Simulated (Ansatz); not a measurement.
## Rb on Ir(111): change of the work function: cost of one run

Ansatz 0.2.0; plane-wave DFT, PBE, Ansatz PAW. The cell holds 17 atoms.

input.yaml

```yaml
crystal:
  lattice:
    - [5.4305800796, 0.0, 0.0]
    - [2.7152900398, 4.7030203062, 0.0]
    - [0.0, 0.0, 28.0879555953]
  atoms:
    - { symbol: Ir, position: [0.0, 0.0, 0.3204220389] }
    - { symbol: Ir, position: [0.1666666667, 0.1666666667, 0.3993535591] }
    - { symbol: Ir, position: [0.3333333333, 0.3333333333, 0.4781975194] }
[... 8 atom lines left out ...]
    - { symbol: Ir, position: [0.5, 0.0, 0.5567093235] }
    - { symbol: Ir, position: [0.5, 0.5, 0.3204220389] }
    - { symbol: Ir, position: [0.6666666667, 0.6666666667, 0.3993535591] }
    - { symbol: Ir, position: [0.8333333333, 0.8333333333, 0.4781975194] }
    - { symbol: Ir, position: [0.5, 0.5, 0.5567093235] }
    - { symbol: Rb, position: [0.3333333333, 0.3333333333, 0.6795779611] }
kpoints:
  mp_grid: { grid: [7, 7, 1] }
hamiltonian:
  xc: pbe
scf:
  occupations: { method: fermi_dirac, width: 0.1 }
  convergence: { dr2_threshold: 1.0e-08 }
efield:
  axis: 3
  dipole_correction: true
  ramp_position: 0.97
  ramp_width: 0.06
relax:
  f_tol: 0.02
  max_steps: 60
  constraints: [{ sites: [0, 1, 4, 5, 8, 9, 12, 13] }]
output:
  bader: true
  dos: { projected: true, e_range: [-8, 4] }
  write_potential: true
  write_density: true
  volumetric_format: npy
  elf: true
```

On the command line:

```sh
$ ansatz run input.yaml --threads 4 --pin off --max-ram 6144MiB --backend cpu --events-out ev --progress --plain --runs-dir out
```

The cutoff in use is 420 eV. For reference, a run of the same kind (4 atoms, 21 k-points, 41 bands and 3,101 plane waves; 25 SCF cycles) took 11 s and 0.47 GiB on the same hardware.

**Question.** How long does this run take on 4 threads of Arm Neoverse V1, shared host, and how much memory does it need?

A cutoff of 420 eV is a sphere of radius 10.5 Å⁻¹, so a cell of 717 Å³ holds about V·G³/6π² = 14,020 plane waves. At two electrons a band, the 281 electrons need 141 bands, and 28 more are carried. Symmetry cuts the 7×7×1 mesh from 49 to 8 points. The run has 8 k-points, 169 bands and 14,007 plane waves. Taking the work of a cycle as k-points × spins × bands × plane waves, that is 7.1 times the reference, or 79 s at the reference's 25 cycles. The run needed 57 SCF cycles over 5 ionic steps, which makes it about 3 min. One copy of the wavefunctions takes 0.28 GiB at 16 bytes a coefficient, against 0.04 GiB in the reference; grids, projectors and work arrays come on top. Measured: about 4 min, with a peak of 2.9 GiB. The run took longer than the estimate, which leaves out the steps that grow as the square of the band count.

[Logs are printed without paths, hosts, clocks, repeated set-up lines and the standing remarks that a program may print on its own settings, such as how far it seeks lower states.]

[Hosts, paths, dates, database ids (printed as entryN), source tags and the programs' standing remarks are cut or masked in the printed files.]

[Maps of the electrostatic potential energy from Ansatz leave out the sawtooth potential of an applied field or a dipole correction, so their vacuum need not be flat; planar profiles and work functions include it.]
